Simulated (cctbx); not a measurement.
# Which space group?

Cell: a = 5.2650 Å, b = 10.3320 Å, c = 5.9290 Å, α = 90.00°, β = 104.24°, γ = 90.00°. Expected content of the cell: Ho2 Sb6 P4.

Simulated single-crystal data (cctbx): synchrotron X-rays, λ = 0.6889 Å, to d = 0.77 Å, 80 % of the full sphere, strongest reflection 40000 counts, noise from counting, a 3 % proportional error and a noise floor of 4 counts (s.d.); no absorption.

Tests on the unmerged data give:

```text
2270 reflections to d = 0.772 A
centring   violations  <I/sigma> of those
    A       1029 of  1148     20.2
    B       1041 of  1144     20.5
    C       1026 of  1138     20.1
    I       1062 of  1143     21.5
    R       1362 of  1527     19.0
    F       1548 of  1715     20.3
Laue class    unique    Rint  (classes that these axes allow; Friedel mates merged)
P -1             1355   0.018
P 1 2/m 1         750   0.022
space group    extra absences  I>4sigma  <I/sigma>
P 1 2 1                 0          0         -  acentric
P 1 21 1               10          0      -0.4  acentric
P 1 m 1                 0          0         -  acentric
P 1 2/m 1               0          0         -  centric
P 1 21/m 1             10          0      -0.4  centric
Wilson B = 1.42 A^2   <|E^2-1|> = 0.888 (0.968 centric, 0.736 acentric)   E^2>4: 2.7 %
shell (A)         n   <I/sigma>
10.33 - 1.54     99     36.6
 1.54 - 1.22     98     35.2
 1.22 - 1.07     90     33.7
 1.07 - 0.97     90     35.3
 0.97 - 0.90     95     30.0
 0.90 - 0.85     94     27.8
 0.85 - 0.81     99     27.7
 0.81 - 0.77     85     27.8
```

Q: Read the symmetry from these tables.

Every centring test has many violations, so the lattice is primitive.

Rint stays low (0.018 to 0.022) up to P 1 2/m 1, the highest class in these axes.

5 settings pass the absence test. The most absences obeyed, 10, belong to P 1 21 1 and P 1 21/m 1, which absences can't tell apart.

⟨|E²−1|⟩ = 0.888 leans to a centrosymmetric structure. The Wilson B of 1.42 Å² means U ≈ 0.0180 Å².

The true group is P2_1/m (no. 11), Laue class 2/m, centrosymmetric. The tables only narrow the choice to the tied entries; cell content, site symmetry and trial solutions must settle it.

The model was made for the exercise: a known structure type with other elements put in, its volume estimated, not relaxed; displacement parameters are assumed.

[Logs are printed without paths, hosts, clocks, repeated set-up lines and the standing remarks that a program may print on its own settings, such as how far it seeks lower states.]
